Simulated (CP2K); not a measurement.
Consider 1,3-dioxolane at its PBE geometry (Å).

```xyz
11

C    -0.4048    1.0170    0.0967
C    -1.0143   -0.3753    0.1407
O     0.1316   -1.1976    0.4378
C     1.2436   -0.5601   -0.2036
O     0.8589    0.7798   -0.5577
H    -0.2519    1.4179    1.1141
H    -0.9644    1.7401   -0.5086
H    -1.4548   -0.6514   -0.8336
H    -1.7512   -0.5260    0.9383
H     2.0833   -0.5639    0.5121
H     1.5241   -1.0805   -1.1361
```

Method: CP2K XAS_TDP, all-electron GAPW, PBEh(45%), aug-cc-pVDZ, TDA, no relativity.

Q: Predict the bright core excitations at the O K edge.

Leading lines: O3 531.73 eV. The leading line of an atom is its first one with 35 % of the strongest within 2.5 eV of its lowest line over the strength cut. 

The first six lines of each atom with a strength over 0.0015:

| atom | energy (eV) | states | strength, one atom |
| --- | --- | --- | --- |
| O3 (bonded to 2 C), 2 alike | 531.73 | 1 | 0.0214 |
|  | 531.84 | 1 | 0.0075 |
|  | 532.30 | 1 | 0.0225 |
|  | 532.70 | 1 | 0.0065 |
|  | 532.83 | 1 | 0.0061 |
|  | 533.32 | 1 | 0.0024 |

Lines are vertical, at one geometry, with no vibrational structure. Without a correction of the core level, line positions, and the gaps between valence and Rydberg lines, follow the share of exact exchange. At this level such K lines come out 3 to 6 eV under measured ones. These values hold no scalar relativity, about 0.4 eV for O 1s. Rydberg lines, and the discretised continuum above threshold, depend on the basis and the box.

[Banner, clock and machine lines of the logs are left out without a mark of their own.]

[Logs are printed without paths, hosts, clocks, repeated set-up lines and the standing remarks that a program may print on its own settings, such as how far it seeks lower states.]

[Hosts, paths, dates, database ids (printed as entryN), source tags and the programs' standing remarks are cut or masked in the printed files.]
